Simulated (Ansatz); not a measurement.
# Br on Fe(100): change of the work function, part 5 of 5

How does Br on the hollow site change the work function of Fe(100) as the layer fills?

Ansatz 0.2.0; plane-wave DFT, PBE, Ansatz PAW (the session's first sound run).

So far, work function, upper face (eV): step 2 (the clean slab, PBE) 3.86; step 5 (adsorbate added, k-mesh 10×10×1, coverage 1 ML, PBE) 4.40; step 7 (the 0.25 ML cell at another level of theory, cutoff 500 eV, functional r2SCAN) 4.15; step 8 (the 0.25 ML cell at another level of theory, cutoff 1224.51 eV, functional PBE, PBE norm-conserving) 4.30; step 9 (the 0.25 ML cell at another level of theory, cutoff 1320 eV, functional PBE, PBE JTH) 4.29.

## Step 11: A changed input: kpoints.mp_grid.grid = [12, 12, 1]

This step: plane-wave DFT, PBE, Ansatz PAW (Ansatz 0.2.0).

System of this step: Br/Fe(100). The cell holds 6 atoms: 5 Fe and 1 Br. Cell: a = 2.870 Å, b = 2.870 Å, c = 25.333 Å, α = 90.0°, β = 90.0°, γ = 90.0°. Vacuum lies along c.

A run with a changed input: it repeats the earlier run at 1 ML with kpoints.mp_grid.grid from [10, 10, 1] to [12, 12, 1].

input.yaml

```yaml
crystal:
  lattice:
    - [2.87, 0.0, 0.0]
    - [0.0, 2.87, 0.0]
    - [0.0, 0.0, 25.3334265449]
  atoms:
    - { symbol: Fe, position: [0.0, 0.0, 0.3552618507], spin: 2.97 }
    - { symbol: Fe, position: [0.5, 0.5, 0.4119063792], spin: 2.38 }
    - { symbol: Fe, position: [0.0, 0.0, 0.4678738623], spin: 2.5 }
    - { symbol: Fe, position: [0.5, 0.5, 0.5246654936], spin: 2.31 }
    - { symbol: Fe, position: [0.0, 0.0, 0.577716009], spin: 2.92 }
    - { symbol: Br, position: [0.5, 0.5, 0.6447381493] }
magnetization:
  spin_polarized: true
kpoints:
  mp_grid: { grid: [12, 12, 1] }
hamiltonian:
  xc: pbe
scf:
  occupations: { method: fermi_dirac, width: 0.1 }
  convergence: { dr2_threshold: 1.0e-08 }
efield:
  axis: 3
  dipole_correction: true
  ramp_position: 0.97
  ramp_width: 0.06
relax:
  f_tol: 0.02
  max_steps: 60
  constraints: [{ sites: [0, 1] }]
output:
  bader: true
  write_potential: true
  write_density: true
  volumetric_format: npy
```

Started as:

```
> ansatz run input.yaml --threads 4 --pin off --max-ram 12288MiB --backend cpu --events-out ev --progress --plain --runs-dir out
```

Numbers of over 12 decimals in the logs are rounded to 6 here.

The log of the run:

```text
[...]
Crystal: 6 atoms, lattice volume = 208.669 Å³
Basis set: ecut = 420 eV, 4073 PW (Γ), exchange–correlation on 40×40×360 points (8 copies of the dense FFT grid, shifted against one another)
Bands: 61, of which v1, the nominal top of the filled ones, is band 44 counted from 1 (43 counted from 0)
Symmetry: 8 space group operations
k-points: 28 of 144
[...]
Starting moments: Σ|m| = 13.08 μB on 5 of 6 sites
[...]
SCF iter   1: F=—  HF=-25182.553251 eV  |F-HF|=—  |Δ(HF+E_count)|=         —  Δρ=3.59e-2 (↑1.63e-2 ↓3.59e-2)  dr2=4.22e1  dr2_m=6.58e-1  M=12.784 μB ∫|m|=12.919 μB  β_m=1.00  ethr=3.10e-3  p=-0.000 e·Å  D=-5.57e-7 V/Å  ΔV_dip=0.00 eV  dr2_dipole=6.47e0  V_vac-E_F(+/−)=6.83/6.83 eV  ⟨swp⟩=12.4  Hψ=19669  notcnv=0  defer=62
[...]
SCF iter  15: F=-25183.399164 eV  HF=-25183.399164 eV  |F-HF|=6.28e-9  |Δ(HF+E_count)|=   3.69e-9  Δρ=9.11e-7 (↑9.11e-7 ↓8.46e-7)  dr2=9.31e-9  dr2_m=1.23e-10  M=13.044 μB ∫|m|=13.584 μB  ethr=1.15e-11  p=-0.017 e·Å  D=-1.44e-2 V/Å  ΔV_dip=0.37 eV  dr2_dipole=1.17e-10  V_vac-E_F(+/−)=4.27/3.90 eV  ⟨swp⟩=7.4  Hψ=21188  notcnv=0
SCF 1 converged in 15 iterations: F = -25183.399164 eV  dr2 = 9.31e-9
[...]
relax step   1: F+E_penalty+E_count = -25183.39916411 eV  Δ(F+E_penalty+E_count) = +0.000e0 eV  max|allowed force component| = 8.266e-1 eV/Å  Δτ_max = 0.0000 Å  (15 SCF iters, accepted)
[...]
SCF iter  12: F=-25183.437822 eV  HF=-25183.437822 eV  |F-HF|=4.22e-9  |Δ(HF+E_count)|=   1.46e-9  Δρ=6.45e-7 (↑1.89e-7 ↓6.45e-7)  dr2=4.19e-9  dr2_m=1.49e-10  M=13.132 μB ∫|m|=13.683 μB  ethr=8.28e-12  p=-0.020 e·Å  D=-1.69e-2 V/Å  ΔV_dip=0.43 eV  dr2_dipole=1.15e-9  V_vac-E_F(+/−)=4.34/3.91 eV  ⟨swp⟩=7.2  Hψ=19760  notcnv=0
SCF 2 converged in 12 iterations: F = -25183.437822 eV  dr2 = 4.19e-9
relax step   2: F+E_penalty+E_count = -25183.43782168 eV  Δ(F+E_penalty+E_count) = -3.866e-2 eV  max|allowed force component| = 5.213e-1 eV/Å  Δτ_max = 0.0750 Å  (12 SCF iters, accepted)
SCF iter   1: F=—  HF=-25183.451108 eV  |F-HF|=—  |Δ(HF+E_count)|=         —  Δρ=5.02e-3 (↑3.19e-3 ↓5.02e-3)  dr2=4.93e-2  dr2_m=2.29e-2  M=13.259 μB ∫|m|=13.823 μB  β_m=1.00  ethr=6.07e-4  p=-0.020 e·Å  D=-1.69e-2 V/Å  ΔV_dip=0.43 eV  dr2_dipole=5.53e-3  V_vac-E_F(+/−)=4.32/3.89 eV  ⟨swp⟩=5.6  Hψ=10521  notcnv=0  defer=160
[...]
SCF iter  12: F=-25183.453012 eV  HF=-25183.453012 eV  |F-HF|=7.91e-9  |Δ(HF+E_count)|=   1.05e-8  Δρ=1.09e-6 (↑6.34e-7 ↓1.09e-6)  dr2=7.74e-9  dr2_m=3.71e-10  M=13.317 μB ∫|m|=13.879 μB  ethr=1.88e-12  p=-0.014 e·Å  D=-1.24e-2 V/Å  ΔV_dip=0.31 eV  dr2_dipole=9.21e-10  V_vac-E_F(+/−)=4.22/3.91 eV  ⟨swp⟩=6.7  Hψ=21119  notcnv=0
SCF 3 converged in 12 iterations: F = -25183.453012 eV  dr2 = 7.74e-9
relax step   3: F+E_penalty+E_count = -25183.45301240 eV  Δ(F+E_penalty+E_count) = -1.519e-2 eV  max|allowed force component| = 2.088e-1 eV/Å  Δτ_max = 0.1037 Å  (12 SCF iters, accepted)
[...]
relax step   4: F+E_penalty+E_count = -25183.46299915 eV  Δ(F+E_penalty+E_count) = -9.987e-3 eV  max|allowed force component| = 3.458e-2 eV/Å  Δτ_max = 0.0748 Å  (13 SCF iters, accepted)
[...]
relax step   5: F+E_penalty+E_count = -25183.46324664 eV  Δ(F+E_penalty+E_count) = -2.475e-4 eV  max|allowed force component| = 3.823e-2 eV/Å  Δτ_max = 0.0142 Å  (11 SCF iters, accepted)
SCF iter   1: F=—  HF=-25183.463457 eV  |F-HF|=—  |Δ(HF+E_count)|=         —  Δρ=3.32e-4 (↑2.94e-4 ↓3.32e-4)  dr2=1.44e-4  dr2_m=1.49e-4  M=13.269 μB ∫|m|=13.840 μB  β_m=1.00  ethr=5.71e-6  p=-0.022 e·Å  D=-1.94e-2 V/Å  ΔV_dip=0.49 eV  dr2_dipole=6.75e-6  V_vac-E_F(+/−)=4.40/3.91 eV  ⟨swp⟩=2.2  Hψ=6499  notcnv=0  defer=173
[...]
SCF iter  11: F=-25183.463346 eV  HF=-25183.463346 eV  |F-HF|=2.52e-9  |Δ(HF+E_count)|=  3.09e-10  Δρ=4.35e-7 (↑2.05e-7 ↓4.35e-7)  dr2=2.28e-9  dr2_m=6.44e-11  M=13.272 μB ∫|m|=13.843 μB  ethr=5.86e-12  p=-0.022 e·Å  D=-1.91e-2 V/Å  ΔV_dip=0.48 eV  dr2_dipole=4.97e-10  V_vac-E_F(+/−)=4.40/3.91 eV  ⟨swp⟩=7.6  Hψ=15804  notcnv=0
SCF 6 converged in 11 iterations: F = -25183.463346 eV  dr2 = 2.28e-9
relax step   6: F+E_penalty+E_count = -25183.46334601 eV  Δ(F+E_penalty+E_count) = -9.938e-5 eV  max|allowed force component| = 5.044e-4 eV/Å  Δτ_max = 0.0050 Å  (11 SCF iters, accepted)
[...]
SCF converged after 11 iterations
Magnetization: 13.2721 μB (50.1361 up, 36.8639 down)
Absolute magnetization: 13.8428 μB (∫|ρ↑−ρ↓|, with the PAW one-centre terms)
[...]
Per-site moments (μB) at R_I (Å): [(2.970196, 1.025266), (2.448413, 1.025266), (2.382968, 1.015858), (2.510199, 1.015858), (2.798988, 1.040796), (0.119736, 1.107882)]
Free energy (F): -25183.463346 eV
[...]
Internal energy: -25183.251969 eV  (E = F + TS)
E sigma→0 (E₀):  -25183.357657 eV
Entropy (-TS):   -0.211377 eV (-35.230 meV/atom)
Fermi energy:    3.481094 eV
Dipole field:    D = -0.019097 V/Å  (p = -0.022022 e·Å, saw-weighted, corrected)
Work function:   Φ+ = 4.3948 eV   Φ− = 3.9110 eV
[...]
--- Forces (eV/Å), atoms counted from 1 ---
  atom   1  Fe     0.00000000     0.00000000     0.39536196
  atom   2  Fe     0.00000000     0.00000000    -0.39524423
  atom   3  Fe     0.00000000     0.00000000     0.00018260
  atom   4  Fe     0.00000000     0.00000000     0.00050437
  atom   5  Fe     0.00000000     0.00000000    -0.00048406
  atom   6  Br     0.00000000     0.00000000    -0.00033769
  max |Σ_I F_I| component: 1.71e-5 eV/Å
--- Band table (eV; the first three rows and the last of 56) ---
  k-point 0 ↑: bands = [... 40 lower, 1.8884, 1.8948, 1.8948, 2.0190, 2.3082, 2.5794, 2.8096, 2.8096, ... 13 higher]
  k-point 1 ↑: bands = [... 40 lower, 1.6054, 1.7835, 2.0495, 2.2052, 2.3108, 2.4050, 2.5470, 2.9266, ... 13 higher]
  k-point 2 ↑: bands = [... 40 lower, 1.6628, 1.8681, 2.0683, 2.1848, 2.2992, 2.3007, 2.3864, 2.7071, ... 13 higher]
  k-point 27 ↓: bands = [... 40 lower, 4.9517, 5.1608, 5.2075, 5.2984, 5.3102, 5.4493, 5.4695, 5.4998, ... 13 higher]
--- Relaxed structure (6 steps of the walk, 6 accepted, 0 SCFs on fresh bases) ---
  F+E_penalty+E_count = -25183.46334601 eV   max|allowed force component| = 5.044e-4 eV/Å
  atoms:
    - { symbol: Fe, position: [0.0, 0.0, 0.3552618507] }
    - { symbol: Fe, position: [0.5, 0.5, 0.411906] }
    - { symbol: Fe, position: [0, 0.0, 0.468645] }
    - { symbol: Fe, position: [0.5, 0.5, 0.523716] }
    - { symbol: Fe, position: [0, 0.0, 0.582897] }
    - { symbol: Br, position: [0.5, 0.5, 0.652340] }
--- Bader charges: 6 sites ---
  site symbol  charge [e]  shift [e]    m [muB]
     0     Fe      0.0517     0.0001     3.1097
     1     Fe     -0.0512     0.0001     2.3905
     2     Fe      0.0015     0.0000     2.3390
     3     Fe      0.0151     0.0001     2.4700
     4     Fe      0.3676     0.0008     2.7986
     5     Br     -0.3848     0.0009     0.1644
  estimated error of the sums over rays = 3.5e-4 e
```

Run time: 74 s. Hardware: 4 threads of Intel Xeon 6975P-C (Granite Rapids), shared host; peak memory 0.99 GiB.

The steps of the relaxation:

```tsv
step	energy less that of the first step (eV)	largest force component (eV/Å)
1	0.0000	0.8266
2	-0.0387	0.5213
3	-0.0538	0.2088
4	-0.0638	0.0346
5	-0.0641	0.0382
6	-0.0642	0.0005
```

Forces are held to the 8 operations that the run works with; a distortion that breaks them can't arise in this run.

The atoms that moved most (Å):

```tsv
atom	dx	dy	dz	length
Br6	0.000	0.000	0.193	0.193
Fe5	0.000	0.000	0.131	0.131
Fe4	0.000	0.000	-0.024	0.024
Fe3	0.000	0.000	0.020	0.020
```

Final coordinates:

```cif
data_structure
_symmetry_space_group_name_H-M 'P 1'
_symmetry_Int_Tables_number 1
_cell_length_a 2.8700
_cell_length_b 2.8700
_cell_length_c 25.3334
_cell_angle_alpha 90.000
_cell_angle_beta 90.000
_cell_angle_gamma 90.000
_cell_volume 208.67
loop_
_atom_site_label
_atom_site_type_symbol
_atom_site_fract_x
_atom_site_fract_y
_atom_site_fract_z
_atom_site_occupancy
Fe1 Fe 0.00000 0.00000 0.35526 1
Fe2 Fe 0.50000 0.50000 0.41191 1
Fe3 Fe 0.00000 0.00000 0.46865 1
Fe4 Fe 0.50000 0.50000 0.52372 1
Fe5 Fe 0.00000 0.00000 0.58290 1
Br6 Br 0.50000 0.50000 0.65234 1
```

This step gave:

- energy at zero smearing: -25183.3577 eV
- total moment: 13.27 μB
- site moments: 2.970, 2.448, 2.383, 2.510, 2.799, 0.1197 μB
- work function, upper face: 4.395 eV
- work function, lower face: 3.911 eV
- dipole along the normal: -0.02202 e·Å
- step between the vacuum levels: 0.4838 eV

Site moment by atom:

```tsv
atom	site moment (μB)
Fe1	2.97
Fe2	2.45
Fe3	2.38
Fe4	2.51
Fe5	2.80
Br6	0.12
```

```tsv
quantity	this run	earlier run	difference
work function, upper face (eV)	4.395	4.399	-0.0046
work function, lower face (eV)	3.911	3.904	0.0072
dipole along the normal (e·Å)	-0.02202	-0.02256	5.4e-4
total moment (μB)	13.27	13.26	0.0098
```

What moves beyond 0.01 in its unit (for the dipole 0.5 % and 5e-5 e·Å): dipole along the normal (+0.000535 e·Å).

## Step 12: A changed input

System of this step: Fe(100). The cell holds 5 atoms: 5 Fe. Its edges and angles: a = 2.870 Å, b = 2.870 Å, c = 23.740 Å, α = 90.0°, β = 90.0°, γ = 90.0°. Vacuum lies along c.

Another changed input: it repeats the earlier run at 0 ML with scf.lower_state_search to light and scf.eigensolver.kind to davidson.

input.yaml, the sections that differ from step 11:

```yaml
crystal:
  lattice:
    - [2.87, 0.0, 0.0]
    - [0.0, 2.87, 0.0]
    - [0.0, 0.0, 23.74]
  atoms:
    - { symbol: Fe, position: [0.0, 0.0, 0.3791069924], spin: 2.5 }
    - { symbol: Fe, position: [0.5, 0.5, 0.4395534962], spin: 2.5 }
    - { symbol: Fe, position: [0.0, 0.0, 0.5], spin: 2.5 }
    - { symbol: Fe, position: [0.5, 0.5, 0.5604465038], spin: 2.5 }
    - { symbol: Fe, position: [0.0, 0.0, 0.6208930076], spin: 2.5 }
kpoints:
  mp_grid: { grid: [10, 10, 1] }
scf:
  occupations: { method: fermi_dirac, width: 0.1 }
  convergence: { dr2_threshold: 1.0e-08 }
  lower_state_search: light
  eigensolver: { kind: davidson }
output:
  write_potential: true
  write_density: true
  volumetric_format: npy
# magnetization, hamiltonian, efield, relax: as in step 11
```

The log of the run:

```text
[...]
Crystal: 5 atoms, lattice volume = 195.544 Å³
Basis set: ecut = 420 eV, 3827 PW (Γ), exchange–correlation on 40×40×320 points (8 copies of the dense FFT grid, shifted against one another)
Bands: 56, of which v1, the nominal top of the filled ones, is band 40 counted from 1 (39 counted from 0)
Symmetry: 8 space group operations
k-points: 21 of 100
[...]
Starting moments: Σ|m| = 12.5 μB on 5 of 5 sites
[...]
SCF iter  17: F=-22399.880327 eV  HF=-22399.880327 eV  |F-HF|=5.46e-11  |Δ(HF+E_count)|=  2.11e-10  Δρ=3.42e-7 (↑1.25e-7 ↓3.42e-7)  dr2=9.42e-10  dr2_m=3.00e-11  M=13.340 μB ∫|m|=13.922 μB  ethr=2.31e-12 (applied; sched 2.11e-12)  p=0.000 e·Å  D=4.58e-8 V/Å  ΔV_dip=-0.00 eV  dr2_dipole=1.27e-10  V_vac-E_F(+/−)=3.84/3.84 eV  ⟨swp⟩=3.1  Hψ=4652  notcnv=0
SCF 1 converged in 17 iterations: F = -22399.880327 eV  dr2 = 9.42e-10
  Residual-converged pass: ⟨swp⟩=6.0  Hψ=8755  notcnv=0  max |occ|·‖R‖ = 9.9e-9 eV (tolerance 1.0e-8 eV)  dr2=9.21e-10  dr2_m=2.93e-11  dr2_onsite=8.53e-11  max |Δocc| = 2.2e-8
[...]
relax step   1: F+E_penalty+E_count = -22399.88032672 eV  Δ(F+E_penalty+E_count) = +0.000e0 eV  max|allowed force component| = 4.526e-1 eV/Å  Δτ_max = 0.0000 Å  (17 SCF iters, accepted)
[...]
SCF iter  14: F=-22399.895338 eV  HF=-22399.895338 eV  |F-HF|=4.11e-10  |Δ(HF+E_count)|=  1.09e-10  Δρ=2.43e-7 (↑1.83e-7 ↓2.43e-7)  dr2=5.70e-10  dr2_m=1.61e-11  M=13.283 μB ∫|m|=13.852 μB  ethr=3.95e-12  p=-0.000 e·Å  D=-3.12e-4 V/Å  ΔV_dip=0.01 eV  dr2_dipole=2.52e-11  V_vac-E_F(+/−)=3.84/3.83 eV  ⟨swp⟩=2.1  Hψ=4141  notcnv=0
SCF 2 converged in 14 iterations: F = -22399.895338 eV  dr2 = 5.70e-10
[...]
relax step   2: F+E_penalty+E_count = -22399.89533814 eV  Δ(F+E_penalty+E_count) = -1.501e-2 eV  max|allowed force component| = 2.499e-1 eV/Å  Δτ_max = 0.0501 Å  (14 SCF iters, accepted)
SCF iter   1: F=—  HF=-22399.895527 eV  |F-HF|=—  |Δ(HF+E_count)|=         —  Δρ=3.57e-3 (↑2.94e-3 ↓3.57e-3)  dr2=1.70e-2  dr2_m=1.73e-2  M=13.235 μB ∫|m|=13.795 μB  β_m=1.00  ethr=2.82e-4  p=-0.000 e·Å  D=-3.13e-4 V/Å  ΔV_dip=0.01 eV  dr2_dipole=1.89e-3  V_vac-E_F(+/−)=3.84/3.83 eV  ⟨swp⟩=5.0  Hψ=6276  notcnv=0  defer=2
[...]
SCF iter  12: F=-22399.901519 eV  HF=-22399.901519 eV  |F-HF|=8.56e-9  |Δ(HF+E_count)|=   1.26e-8  Δρ=9.58e-7 (↑5.52e-7 ↓9.58e-7)  dr2=9.74e-9  dr2_m=2.30e-10  M=13.220 μB ∫|m|=13.774 μB  ethr=4.20e-12  p=-0.001 e·Å  D=-1.05e-3 V/Å  ΔV_dip=0.03 eV  dr2_dipole=2.30e-9  V_vac-E_F(+/−)=3.86/3.83 eV  ⟨swp⟩=3.3  Hψ=5030  notcnv=0
SCF 3 converged in 12 iterations: F = -22399.901519 eV  dr2 = 9.74e-9
[...]
relax step   3: F+E_penalty+E_count = -22399.90151904 eV  Δ(F+E_penalty+E_count) = -6.181e-3 eV  max|allowed force component| = 1.751e-2 eV/Å  Δτ_max = 0.0544 Å  (12 SCF iters, accepted)
[...]
SCF converged after 12 iterations
Magnetization: 13.2196 μB (46.6098 up, 33.3902 down)
Absolute magnetization: 13.7747 μB (∫|ρ↑−ρ↓|, with the PAW one-centre terms)
[...]
Per-site moments (μB) at R_I (Å): [(2.971256, 1.025266), (2.378408, 1.021195), (2.502512, 1.021195), (2.306181, 1.004049), (2.917630, 1.004049)]
Free energy (F): -22399.901519 eV
[...]
Internal energy: -22399.717435 eV  (E = F + TS)
E sigma→0 (E₀):  -22399.809477 eV
Entropy (-TS):   -0.184084 eV (-36.817 meV/atom)
Fermi energy:    2.830644 eV
Dipole field:    D = -0.001118 V/Å  (p = -0.001209 e·Å, saw-weighted, corrected)
Work function:   Φ+ = 3.8566 eV   Φ− = 3.8300 eV
[...]
--- Forces (eV/Å), atoms counted from 1 ---
  atom   1  Fe     0.00000000     0.00000000     0.44637717
  atom   2  Fe     0.00000000     0.00000000    -0.44528895
  atom   3  Fe    -0.00000000     0.00000000    -0.00418284
  atom   4  Fe    -0.00000000     0.00000000    -0.01437972
  atom   5  Fe     0.00000000     0.00000000     0.01751154
  max |Σ_I F_I| component: 3.72e-5 eV/Å
--- Band table (eV; the first three rows and the last of 42) ---
  k-point 0 ↑: bands = [... 36 lower, 0.7054, 0.8088, 0.9244, 1.2657, 1.4139, 1.4694, 1.4694, 1.8781, ... 12 higher]
  k-point 1 ↑: bands = [... 36 lower, 0.9404, 0.9430, 0.9953, 1.1268, 1.4384, 1.4458, 1.7296, 1.8519, ... 12 higher]
  k-point 2 ↑: bands = [... 36 lower, 1.0355, 1.0810, 1.1540, 1.3622, 1.4440, 1.4691, 1.8594, 1.8829, ... 12 higher]
  k-point 20 ↓: bands = [... 36 lower, 4.1769, 4.5081, 4.6202, 4.6580, 4.6786, 4.7452, 4.7685, 4.8145, ... 12 higher]
--- Relaxed structure (3 steps of the walk, 3 accepted, 0 SCFs on fresh bases) ---
  F+E_penalty+E_count = -22399.90151904 eV   max|allowed force component| = 1.751e-2 eV/Å
  atoms:
    - { symbol: Fe, position: [0.0, 0.0, 0.3791069924] }
    - { symbol: Fe, position: [0.5, 0.5, 0.4395534962] }
    - { symbol: Fe, position: [0, 0.0, 0.499277] }
    - { symbol: Fe, position: [0.5, 0.5, 0.559881] }
    - { symbol: Fe, position: [0.0, 0.0, 0.616492] }
```

It took 33 s on 4 threads; peak memory 0.75 GiB.

Step by step:

```tsv
step	energy less that of the first step (eV)	largest force component (eV/Å)
1	0.0000	0.4526
2	-0.0150	0.2499
3	-0.0212	0.0175
```

Forces are held to the 8 operations that the run works with; a distortion that breaks them can't arise in this run.

The atoms that moved most (Å):

```tsv
atom	dx	dy	dz	length
Fe5	0.000	0.000	-0.104	0.104
Fe3	0.000	0.000	-0.017	0.017
Fe4	0.000	0.000	-0.013	0.013
```

The relaxed structure:

```cif
data_structure
_symmetry_space_group_name_H-M 'P 1'
_symmetry_Int_Tables_number 1
_cell_length_a 2.8700
_cell_length_b 2.8700
_cell_length_c 23.7400
_cell_angle_alpha 90.000
_cell_angle_beta 90.000
_cell_angle_gamma 90.000
_cell_volume 195.54
loop_
_atom_site_label
_atom_site_type_symbol
_atom_site_fract_x
_atom_site_fract_y
_atom_site_fract_z
_atom_site_occupancy
Fe1 Fe 0.00000 0.00000 0.37911 1
Fe2 Fe 0.50000 0.50000 0.43955 1
Fe3 Fe 0.00000 0.00000 0.49928 1
Fe4 Fe 0.50000 0.50000 0.55988 1
Fe5 Fe 0.00000 0.00000 0.61649 1
```

This step gave:

```
energy at zero smearing        : -22399.8095 eV
total moment                   : 13.22 μB
site moments                   : 2.971, 2.378, 2.503, 2.306, 2.918 μB
work function, upper face      : 3.857 eV
work function, lower face      : 3.830 eV
dipole along the normal        : -0.001209 e·Å
step between the vacuum levels : 0.02655 eV
```

```tsv
quantity	this run	earlier run	difference
work function, upper face (eV)	3.857	3.856	4.1e-4
work function, lower face (eV)	3.830	3.830	-3.7e-4
dipole along the normal (e·Å)	-0.001209	-0.001173	-3.6e-5
total moment (μB)	13.22	13.22	-3.1e-5
```

Nothing in the table moves by 0.01 in its unit (for the dipole 0.5 % and 5e-5 e·Å). The run took 43 SCF cycles against 38.

## Step 13: What came out

```json
{
 "work function of the clean face": "3.86 eV",
 "work function at 0.25 ML": "4.29 eV",
 "work function at 0.5 ML": "4.63 eV",
 "work function at 1 ML": "4.40 eV",
 "dipole per adsorbate at 0.25 ML, positive end outwards": "-0.35 D"
}
```

**Reading.** Br raises the work function of Fe(100) at the lowest coverage, by 0.44 eV: the adsorbate layer has its negative end outwards. The dipole per adsorbate falls from 0.35 to 0.10 D as the layer fills. Neighbouring dipoles depolarise each other, and heights and bonding change with coverage too. At the highest coverage the adsorbates are pressed to about 2.9 Å, closer than unbonded atoms of this kind usually come, so a real layer may not reach it. The slab has 5 layers, at the tabulated experimental lattice constant, one starting site was run, and quantum-size effects of a slab this thin can reach one or two tenths of an eV. The magnetic order is the one reached from the typed start; other orders were not compared.

[Logs are printed without paths, hosts, clocks, repeated set-up lines and the standing remarks that a program may print on its own settings, such as how far it seeks lower states.]

[Hosts, paths, dates, database ids (printed as entryN), source tags and the programs' standing remarks are cut or masked in the printed files.]

[Maps of the electrostatic potential energy from Ansatz leave out the sawtooth potential of an applied field or a dipole correction, so their vacuum need not be flat; planar profiles and work functions include it.]
